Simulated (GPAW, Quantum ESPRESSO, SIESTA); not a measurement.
**GPAW on C(100)/AlN(10-10) interface (192 atoms): settings against a plane-wave reference**

How do the settings of GPAW change the result for C(100)/AlN(10-10) interface (192 atoms)? A plane-wave run serves as the yardstick.

Program: GPAW 26.7.0. Level of theory: the method is named at each step. Results are calculated unless marked as measured.

## (1) Starting point

The cell holds 192 atoms: 136 C, 28 Al and 28 N. Its edges and angles: a = 13.619 Å, b = 7.974 Å, c = 13.873 Å, α = 90.0°, β = 90.0°, γ = 86.1°. It derives from C. Diamond-structure C(100), 4 repeat layers, 17 surface cells, strained +0.26 and -0.02 %; wurtzite AlN(10-10), 2 layers, 7 cells, -0.26 and +0.02 %; outer planes 1.98 Å apart and 2.06 Å at the second interface of the periodic stack; not relaxed, displaced by a Gaussian of 0.02 Å. Then every atom was moved at random, 0.05 Å r.m.s. a Cartesian component. Regions: C, 136 atoms (136 C); AlN, 56 atoms (28 Al and 28 N). The structure's axis is c.

The yardstick, on the same geometry:

| Quantity | Value |
| --- | --- |
| method | Kohn-Sham DFT, PBE, SSSP efficiency 1.3.0 pseudopotentials, plane waves (Quantum ESPRESSO 7.5); sssp-pbe-1.3.0-efficiency, cutoffs 60/480 Ry, Γ point |
| r.m.s. force component | 2.076 eV/Å |
| longest force | 8.026 eV/Å |
| pressure | -2.182 GPa |
| time | 13 min on 4 MPI ranks of Arm Neoverse V2, shared host |
| CPU time | 51 min |

## (2) PBE, LCAO dzp, h 0.18 Å

Method: Kohn-Sham DFT, PBE, PAW, atomic orbitals (dzp).

run.py reads:

```python
import numpy as np
from ase.io import read
from gpaw import GPAW, FermiDirac
from ase.parallel import parprint as print

atoms = read("structure.xyz")
atoms.calc = GPAW(
    mode="lcao",
    basis="dzp",
    h=0.18,
    xc="PBE",
    kpts={"size": (1, 1, 1), "gamma": True},
    occupations=FermiDirac(0.05),
    maxiter=200,
    symmetry={"point_group": False},
    txt="gpaw.txt",
)
energy = atoms.get_potential_energy(force_consistent=True)
forces = atoms.get_forces()
print(f"energy {energy:.6f} eV")
print("forces (eV/A)")
for i, (a, f) in enumerate(zip(atoms, forces)):
    print(f"{i:4d} {a.symbol:2s} {f[0]:10.5f} {f[1]:10.5f} {f[2]:10.5f}")
print(f"Fermi level {atoms.calc.get_fermi_level():.4f} eV")
for k in range(len(atoms.calc.get_ibz_k_points())):
    for s in range(atoms.calc.get_number_of_spins()):
        e = atoms.calc.get_eigenvalues(kpt=k, spin=s)
        n = np.searchsorted(e, atoms.calc.get_fermi_level())
        print(f"k {k} spin {s} levels about the Fermi level:", np.round(e[max(n - 6, 0):n], 4).tolist(), "|", np.round(e[n:n + 6], 4).tolist())
```

structure.xyz reads:

```xyz
192
Lattice="13.61860 0.00000 0.00000 0.54426 7.95561 0.00000 0.00000 0.00000 13.87303" Properties=species:S:1:pos:R:3 pbc="T T T"
C 13.58747 0.00883 13.79326
C 11.71241 2.15597 0.96848
C 13.03051 1.63583 1.80391
C 12.46496 0.48362 2.58829
C 11.24298 1.01529 3.55122
C 0.45492 1.19923 4.40219
C 12.93298 1.66726 5.30213
C 12.40735 0.48752 6.27158
C 5.60277 0.62627 0.04772
C 3.82077 2.59297 0.94073
C 4.89278 2.10251 1.85108
C 4.41938 0.93972 2.73104
C 3.40584 1.32922 3.55011
C 6.16269 1.70401 4.50554
C 4.88379 2.16822 5.37996
C 4.48284 0.98745 6.11260
C 3.27568 1.36160 0.01027
C 1.47146 3.50906 0.78521
C 2.63057 3.09943 1.83457
C 2.24003 1.85588 2.69900
C 1.03639 2.39893 3.55150
C 3.71848 2.56091 4.41204
C 2.60225 3.03984 5.32267
C 2.16571 1.86249 6.30571
C 0.92646 2.34277 13.75636
C 12.55449 4.49961 0.85652
C 13.84275 3.93731 1.80918
C 13.37958 2.79664 2.61923
C 12.28028 3.35003 3.59034
C 1.53044 3.57294 4.50957
C 13.86031 3.93731 5.34569
C 13.37748 2.87349 6.27061
C 11.29297 0.91999 13.83973
C 9.42038 3.07739 0.88399
C 10.49428 2.65240 1.70458
C 10.10646 1.42278 2.65904
C 8.92333 1.84363 3.58951
C 11.75977 2.08978 4.55549
C 10.66940 2.55264 5.33293
C 10.07607 1.47425 6.25577
C 8.93684 1.96336 13.82017
C 7.10291 4.02498 0.85624
C 8.22845 3.49697 1.77450
C 7.85170 2.29973 2.75921
C 6.59664 2.85750 3.57633
C 9.38691 3.13753 4.53953
C 8.19904 3.54279 5.36789
C 7.74948 2.38613 6.23856
C 6.55858 2.75105 13.85916
C 4.76297 4.89111 0.89259
C 6.00422 4.47980 1.81667
C 5.44904 3.22242 2.69650
C 4.38880 3.71169 3.51099
C 7.12157 4.01313 4.48432
C 5.93740 4.33517 5.27314
C 5.42813 3.26514 6.23509
[... 132 atom lines left out ...]
Al 11.74602 4.54631 10.91017
N 12.33480 6.01213 11.69510
Al 10.99203 7.38010 11.70079
N 9.40540 6.61087 10.96538
```

The run is started by

```
OMP_NUM_THREADS=1 mpirun -np 4 gpaw python run.py > output.txt
```

Output:

```text
energy -1474.553392 eV
forces (eV/A)
   0 C     0.87242    2.74904    0.68918
   1 C     1.71145   -0.99173   -4.69180
   2 C    -3.87870    0.37243   -2.25662
   3 C     0.60923    0.52613    3.37358
   4 C     2.76588   -1.06914    0.01840
   5 C     1.57424   -0.43123    0.83857
   6 C     0.72012   -1.02880    4.93389
   7 C     0.87690    0.07864   -3.07509
   8 C    -1.06218   -2.32488    1.56326
   9 C    -2.35686   -0.02443   -4.20779
  10 C     2.48618    0.35378   -0.69965
  11 C     6.00899   -1.21168   -3.64740
  12 C    -6.39294    2.64037    4.21504
  13 C    -0.91765   -0.76831   -2.22089
  14 C     2.12951   -1.40732    0.71513
  15 C    -0.85888   -2.87012    3.52846
  16 C     2.43546    2.06788    1.01510
  17 C    -1.16703   -0.34612    1.21292
  18 C     0.56261   -1.26571   -2.77769
  19 C    -2.13918    3.27683    0.29443
  20 C    -0.74575   -1.55025    1.07645
  21 C     3.10017    0.84287    0.40340
  22 C     1.53990    0.36789    3.17952
  23 C     0.14899    1.56009   -2.53719
[...]
184 Al    1.60901    1.10326   -2.85667
 185 N    -1.92457   -0.82106    1.37283
 186 Al   -0.25761    0.20279   -0.08790
 187 N     0.47765   -0.68720    0.63980
 188 Al   -0.92113   -2.28998    0.97292
 189 N     1.23394    1.56936    1.73687
 190 Al   -1.34261   -2.37091    3.17719
 191 N     0.98460   -0.81977   -0.98874
Fermi level 8.7392 eV
k 0 spin 0 levels about the Fermi level: [8.4548, 8.4853, 8.5201, 8.582, 8.6341, 8.6861] | [8.8199, 8.8324, 8.8804, 8.8954, 8.9176, 9.0349]
```

gpaw.txt:

```text
Input parameters:
  mode=LCAO(),
  basis={'default': 'dzp'},
  h=0.18,
  kpts=MonkhorstPack(size=(1, 1, 1), gamma=True),
  maxiter=200,
  occupations=Occupations(name='fermi-dirac', width=0.05, fixmagmom=False),
  symmetry=Symmetry(point_group=False),
  xc=XC(name='PBE')
Unit cell  # Å
| periodic |         x |        y |         z |   lengths |    angles |
|----------|-----------|----------|-----------|-----------|-----------|
|      yes | 13.618600 | 0.000000 |  0.000000 | 13.618600 | 90.000000 |
|      yes |  0.544260 | 7.955610 |  0.000000 |  7.974205 | 90.000000 |
|      yes |  0.000000 | 0.000000 | 13.873030 | 13.873030 | 86.086373 |
Number of symmetries: 1
Symmetry operations  # r_c * U_cc + t_c -> r_c
|   | kind |            matrix            |
|---|------|------------------------------|
| 0 |  E   |  1, 0, 0,  0, 1, 0,  0, 0, 1 |
BZ-sampling:
  Number of BZ points: 1
  Number of IBZ points: 1
  Monkhorst-Pack size: [1, 1, 1]
  Monkhorst-Pack shift: [0, 0, 0]
[... lines left out ...]
  Fermi-Dirac:
[... lines left out ...]
    Stencil: 8*3+1=25 point O(h^6) finite-difference Laplacian
xc functional:
  name: PBE with 2 nearest neighbor stencil
interpolation: tri-quintic # 5. degree polynomial
Initialization done in: 6.733 s
convergence criteria:
- Maximum [total energy] change in last 3 cyles: 0.0005 eV / valence electron
- Maximum integral of absolute [dens]ity change: 0.0001 electrons / valence electron
- Maximum integral of absolute [eigenst]ate change: 4e-08 eV^2 / valence electron
maximum number of iterations: 200
SCF iterations
|iter     |      energy | eigst |  dens |
|---------|-------------|-------|-------|
|iter:   1|-1530.610483 |      c|       |
|iter:   2|-1512.629702 |      c| -0.80 |
|iter:   3|-1556.897565 |      c| -0.85 |
|iter:   4|-1572.872686 |      c| -0.99 |
[...]
|iter:  12|-1474.665193 |      c| -1.91 |
|iter:  13|-1474.484943 |      c| -2.23 |
|iter:  14|-1474.453784c|      c| -2.47 |
|iter:  15|-1474.481279c|      c| -2.58 |
|iter:  16|-1474.443931c|      c| -2.58 |
[...]
|iter:  23|-1474.423714c|      c| -3.79 |
|iter:  24|-1474.423710c|      c| -3.86 |
|iter:  25|-1474.423557c|      c| -4.10c|
Converged in 25 steps
SCF loop duration: 561.063 s (22.443 s/step)
Energy contributions relative to reference atoms: (reference = -366141.477240)
Energy contributions:
  Kinetic:        1214.013225
  Coulomb:       -1108.098043
  Zero:             16.499219
  External:          0.000000
  Xc:            -1596.708122
  Entropy:          -0.259671
  Spinorbit:         0.000000
  ----------------------------
  Free energy:   -1474.553392
  Extrapolated:  -1474.423557
dipole moment: (41.387792, 11.124572, 72.080918)  # |e|*Ang
Fermi level: 8.739
Eigenvalues  # (at kpt = [0.000, 0.000, 0.000])
| band index |      eig [eV] | occ [0-2] |
|------------|---------------|-----------|
|          0 |       -12.835 |     2.000 |
|        ... |               |           |
|        376 |         8.149 |     2.000 |
|        377 |         8.290 |     2.000 |
[...]
|        391 |         9.196 |     0.000 |
|        ... |               |           |
|        464 |        14.984 |     0.000 |
Gap: 0.134 eV
Transition (v -> c):
  (s=0, k=0, n=383, [0.00, 0.00, 0.00]) -> (s=0, k=0, n=384, [0.00, 0.00, 0.00])
No difference between direct/indirect transitions
Force computation time: 35.709  # s
timing:  # [seconds]
  Total:  603.510  # ━━━━━━━━━━━━━━━━━━━━━━━━━━━━━━━━━━━━━━━━━━━━━━━━━━━━━━━━
  Init:     6.732  # ╸
  SCF:    561.063  # ━━━━━━━━━━━━━━━━━━━━━━━━━━━━━━━━━━━━━━━━━━━━━━━━━━━━
  Forces:  35.709  # ━━━╸
```

It took 10 min on 4 MPI ranks of Arm Neoverse V2, shared host; peak memory 5.3 GiB; 40 min of CPU time.

Banners, paths, timers and routine set-up lines are dropped from the logs unmarked, and long logs keep their key lines alone; longer cuts are marked.

Against the reference:

```yaml
r_m_s_force_component: 2.161 eV/Å
r_m_s_difference_of_force_components: 155.8 meV/Å
longest_difference_of_force_vectors: 633.2 meV/Å
force_difference_over_r_m_s_force: 7.503 %
slope_of_forces_against_the_reference_s: 1.039
correlation_of_force_components: 0.9981
```

Length of the force difference by element (eV/Å):

```
element  atoms  mean  most
     Al     28  0.17  0.31
      C    136  0.27  0.63
      N     28  0.20  0.40
```

The surroundings of C79, which bears the longest force, nearest first, numbered as they follow in the input and with coordinates relative to it.

```
atom      x      y      z  distance (Å)  bonds     Fx     Fy  Fz (eV/Å)
 C79   0.00   0.00   0.00          0.00      4   4.01  -4.29       6.13
 C86  -1.08   0.35  -0.76          1.37      4  -4.77   2.91      -6.19
C120   0.54   1.11   0.95          1.56      3   0.27  -0.26      -1.82
 C78   1.19  -0.63  -0.83          1.58      4   1.01   6.30       0.30
 C80  -0.51  -1.27   0.92          1.65      3   1.27   1.80       0.35
C119   0.98   2.25  -0.06          2.46      4  -0.43   1.45       5.76
C117  -0.65   1.52  -1.81          2.46      4   1.38   1.64       2.51
 C29   0.75  -1.63  -1.69          2.47      4  -2.81  -5.12      -2.53
 C87  -2.34   0.86   0.06          2.49      4   0.70  -0.30       3.28
 C77  -1.60  -0.78  -1.76          2.50      4  -3.13   1.60       4.10
 C31   2.33  -1.05   0.06          2.55      4   2.04   2.80       2.78
 C69   1.74   0.70  -1.77          2.57      4  -3.76  -2.48       0.90
 C39  -0.86  -2.43   0.05          2.58      4  -4.61   1.87       3.90
```

Atoms are counted from 1 here, from 0 in the log.

Forces lie 7.5 % from the reference's, at 0.79 times its CPU time.

## (3) revPBE, LCAO dzp, h 0.18 Å

Method: Kohn-Sham DFT, revPBE, PAW, atomic orbitals (dzp).

Changes to run.py since step 2:

```diff
@@ -10,3 +10,3 @@
     h=0.18,
-    xc="PBE",
+    xc="revPBE",
     kpts={"size": (1, 1, 1), "gamma": True},
```

structure.xyz is that of step 2.

Output:

```text
energy -1404.051114 eV
forces (eV/A)
   0 C     0.85463    2.78253    0.61881
   1 C     1.72537   -1.00460   -4.70734
   2 C    -3.88982    0.37166   -2.29419
   3 C     0.60323    0.53499    3.40385
   4 C     2.79026   -1.06693    0.00849
   5 C     1.58772   -0.43854    0.84663
   6 C     0.74196   -1.04135    4.96334
   7 C     0.88809    0.05885   -2.97135
   8 C    -1.08844   -2.32475    1.48018
   9 C    -2.37686   -0.02395   -4.23682
  10 C     2.49473    0.34527   -0.70967
  11 C     6.05179   -1.22300   -3.66445
[...]
187 N     0.53421   -0.71470    0.61862
 188 Al   -0.93868   -2.32324    0.96382
 189 N     1.24354    1.57757    1.82368
 190 Al   -1.37129   -2.37676    3.24793
 191 N     0.99671   -0.82894   -0.99564
Fermi level 8.8344 eV
k 0 spin 0 levels about the Fermi level: [8.5528, 8.5818, 8.617, 8.6808, 8.7288, 8.78] | [8.9139, 8.9294, 8.9742, 8.9933, 9.0141, 9.134]
```

gpaw.txt:

```text
Input parameters:
  mode=LCAO(),
  basis={'default': 'dzp'},
  h=0.18,
  kpts=MonkhorstPack(size=(1, 1, 1), gamma=True),
  maxiter=200,
  occupations=Occupations(name='fermi-dirac', width=0.05, fixmagmom=False),
  symmetry=Symmetry(point_group=False),
  xc=XC(name='revPBE')
[... lines left out ...]
  Fermi-Dirac:
[... lines left out ...]
convergence criteria:
- Maximum [total energy] change in last 3 cyles: 0.0005 eV / valence electron
[... lines left out ...]
Converged in 25 steps
[... lines left out ...]
  Free energy:   -1404.051114
[... lines left out ...]
Fermi level: 8.834
[... lines left out ...]
|          0 |       -12.798 |     2.000 |
|        ... |               |           |
|        376 |         8.237 |     2.000 |
|        377 |         8.378 |     2.000 |
[...]
|        391 |         9.294 |     0.000 |
|        ... |               |           |
|        464 |        15.104 |     0.000 |
Gap: 0.134 eV
Transition (v -> c):
  (s=0, k=0, n=383, [0.00, 0.00, 0.00]) -> (s=0, k=0, n=384, [0.00, 0.00, 0.00])
No difference between direct/indirect transitions
Force computation time: 48.589  # s
timing:  # [seconds]
  Total:  614.446  # ━━━━━━━━━━━━━━━━━━━━━━━━━━━━━━━━━━━━━━━━━━━━━━━━━━━━━━━━
  Init:     6.507  # ╸
  SCF:    559.342  # ━━━━━━━━━━━━━━━━━━━━━━━━━━━━━━━━━━━━━━━━━━━━━━━━━━━
  Forces:  48.589  # ━━━━╸
```

Run time: 10 min. Hardware: 4 MPI ranks; peak memory 5.3 GiB.

Against the reference:

```yaml
r_m_s_force_component: 2.174 eV/Å
r_m_s_difference_of_force_components: 184.9 meV/Å
longest_difference_of_force_vectors: 747.6 meV/Å
force_difference_over_r_m_s_force: 8.904 %
slope_of_forces_against_the_reference_s: 1.044
correlation_of_force_components: 0.9973
```

Against the first run (7.5 %), the force difference from the reference is 8.9 %, at 1.0 times the CPU time; the model has changed, so this is no error of the program alone.

## (4) PBE, LCAO dzp, h 0.16 Å

Method: Kohn-Sham DFT, PBE, PAW, atomic orbitals (dzp).

Changes to run.py since step 3:

```diff
@@ -9,4 +9,4 @@
     basis="dzp",
-    h=0.18,
-    xc="revPBE",
+    h=0.16,
+    xc="PBE",
     kpts={"size": (1, 1, 1), "gamma": True},
```

structure.xyz is that of step 3.

Output:

```text
energy -1479.670401 eV
forces (eV/A)
   0 C     0.85864    2.73802    0.71994
   1 C     1.71317   -0.96854   -4.69516
   2 C    -3.86318    0.37576   -2.24762
   3 C     0.59632    0.53472    3.35354
   4 C     2.75020   -1.06083    0.01250
   5 C     1.55255   -0.41764    0.84972
   6 C     0.71771   -1.01773    4.95185
   7 C     0.87117    0.09050   -3.07458
   8 C    -1.07162   -2.31737    1.56392
   9 C    -2.38382   -0.02804   -4.21425
  10 C     2.49086    0.35177   -0.71903
  11 C     6.00877   -1.21956   -3.64742
  12 C    -6.38340    2.63002    4.17810
  13 C    -0.92433   -0.78306   -2.21947
  14 C     2.11459   -1.38259    0.70651
  15 C    -0.85776   -2.87832    3.52856
  16 C     2.43369    2.06436    1.02385
  17 C    -1.17116   -0.35952    1.20380
  18 C     0.56101   -1.27808   -2.78328
  19 C    -2.13356    3.28995    0.30350
  20 C    -0.73972   -1.57234    1.07574
  21 C     3.08982    0.83360    0.40902
  22 C     1.51109    0.36786    3.17971
  23 C     0.14441    1.55620   -2.54833
[...]
184 Al    1.61970    1.08908   -2.86227
 185 N    -1.90962   -0.79357    1.38372
 186 Al   -0.25525    0.17953   -0.09603
 187 N     0.55843   -0.64637    0.67062
 188 Al   -0.91901   -2.28033    0.98299
 189 N     1.17892    1.56544    1.71608
 190 Al   -1.32675   -2.36880    3.17786
 191 N     0.94586   -0.80471   -0.99085
Fermi level 8.7372 eV
k 0 spin 0 levels about the Fermi level: [8.453, 8.4834, 8.5181, 8.5801, 8.6322, 8.684] | [8.8179, 8.8305, 8.8785, 8.8933, 8.9155, 9.0331]
```

gpaw.txt:

```text
Input parameters:
  mode=LCAO(),
  basis={'default': 'dzp'},
  h=0.16,
  kpts=MonkhorstPack(size=(1, 1, 1), gamma=True),
  maxiter=200,
  occupations=Occupations(name='fermi-dirac', width=0.05, fixmagmom=False),
  symmetry=Symmetry(point_group=False),
  xc=XC(name='PBE')
Unit cell  # Å
| periodic |         x |        y |         z |   lengths |    angles |
[... lines left out ...]
  Fermi-Dirac:
[... lines left out ...]
convergence criteria:
- Maximum [total energy] change in last 3 cyles: 0.0005 eV / valence electron
[... lines left out ...]
Converged in 25 steps
[... lines left out ...]
  Coulomb:       -1107.652891
  Zero:              9.272649
  External:          0.000000
  Xc:            -1597.408246
  Entropy:          -0.259711
  Spinorbit:         0.000000
  ----------------------------
  Free energy:   -1479.670401
  Extrapolated:  -1479.540546
dipole moment: (41.384545, 11.129614, 72.440921)  # |e|*Ang
Fermi level: 8.737
Eigenvalues  # (at kpt = [0.000, 0.000, 0.000])
| band index |      eig [eV] | occ [0-2] |
|------------|---------------|-----------|
|          0 |       -12.834 |     2.000 |
|        ... |               |           |
|        376 |         8.147 |     2.000 |
|        377 |         8.288 |     2.000 |
[...]
|        391 |         9.194 |     0.000 |
|        ... |               |           |
|        464 |        14.982 |     0.000 |
Gap: 0.134 eV
Transition (v -> c):
  (s=0, k=0, n=383, [0.00, 0.00, 0.00]) -> (s=0, k=0, n=384, [0.00, 0.00, 0.00])
No difference between direct/indirect transitions
Force computation time: 57.016  # s
```

The job ended after 12 min (4 MPI ranks; peak memory 6.1 GiB; 47 min of CPU time).

Compared with the plane-wave run:

* r.m.s. force component: 2.161 eV/Å
* r.m.s. difference of force components: 154.8 meV/Å
* longest difference of force vectors: 620.6 meV/Å
* force difference over r.m.s. force: 7.456 %
* slope of forces against the reference's: 1.039
* correlation of force components: 0.9981
* energy less the same-level run's: -26.65 meV/atom
* r.m.s. force difference from the same-level run: 16.73 meV/Å

Against the first run (7.5 %), the force difference from the reference is 7.5 %, at 1.2 times the CPU time: the change moves forces by 17 meV/Å r.m.s., so most of the difference comes from elsewhere.

(Continued in part 2 of 2.)

[Also dropped from logs without a mark: logging warnings of Python, and SIESTA's first energy breakdown and zero terms.]

[Logs are printed without paths, hosts, clocks, repeated set-up lines and the standing remarks that a program may print on its own settings, such as how far it seeks lower states.]

[Hosts, paths, dates, database ids (printed as entryN), source tags and the programs' standing remarks are cut or masked in the printed files.]
